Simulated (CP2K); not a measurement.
Consider phosphorus pentafluoride at its PBE geometry (Å).

```xyz
6

F     0.0098    0.0000    1.5878
P    -0.0001    0.0000    0.0000
F     0.0098    0.0000   -1.5878
F     1.5705    0.0000    0.0000
F    -0.7950    1.3549    0.0000
F    -0.7950   -1.3549    0.0000
```

Method: CP2K XAS_TDP, all-electron GAPW, PBEh(45%), aug-cc-pVDZ, TDA, GW2X-corrected core level, no relativity.

**Question.** Where do the F K-edge lines lie, and how strong are they?

Leading lines: F1 689.31 eV and F4 689.50 eV. The leading line of an atom is its first one with 35 % of the strongest within 2.5 eV of its lowest line over the strength cut. Core ionisation energies at this level: F1 693.40 and F4 694.33 eV.

The first six lines of each atom with a strength over 0.0015:

```csv
atom,energy (eV),states,"strength, one atom",above the computed threshold
"F1 (bonded to P), 2 alike",689.31,1,0.0197,
,692.08,1,0.0081,
,692.16,1,0.0077,
,692.24,1,0.0078,
,693.21,1,0.0019,
,695.64,2,0.0115,yes
"F4 (bonded to P), 3 alike",689.50,1,0.0270,
,691.91,1,0.0197,
,693.02,1,0.0087,
,693.87,1,0.0035,
,696.30,1,0.0036,yes
,696.59,1,0.0060,yes
```

Lines are vertical, at one geometry, with no vibrational structure. GW2X ionisation energies and lines can be off by 1 to 2 eV either way, and a good line position may hide errors that cancel. These values hold no scalar relativity, about 0.7 eV for F 1s. Rydberg lines, and the discretised continuum above threshold, depend on the basis and the box.

[Banner, clock and machine lines of the logs are left out without a mark of their own.]

[Logs are printed without paths, hosts, clocks, repeated set-up lines and the standing remarks that a program may print on its own settings, such as how far it seeks lower states.]

[Hosts, paths, dates, database ids (printed as entryN), source tags and the programs' standing remarks are cut or masked in the printed files.]
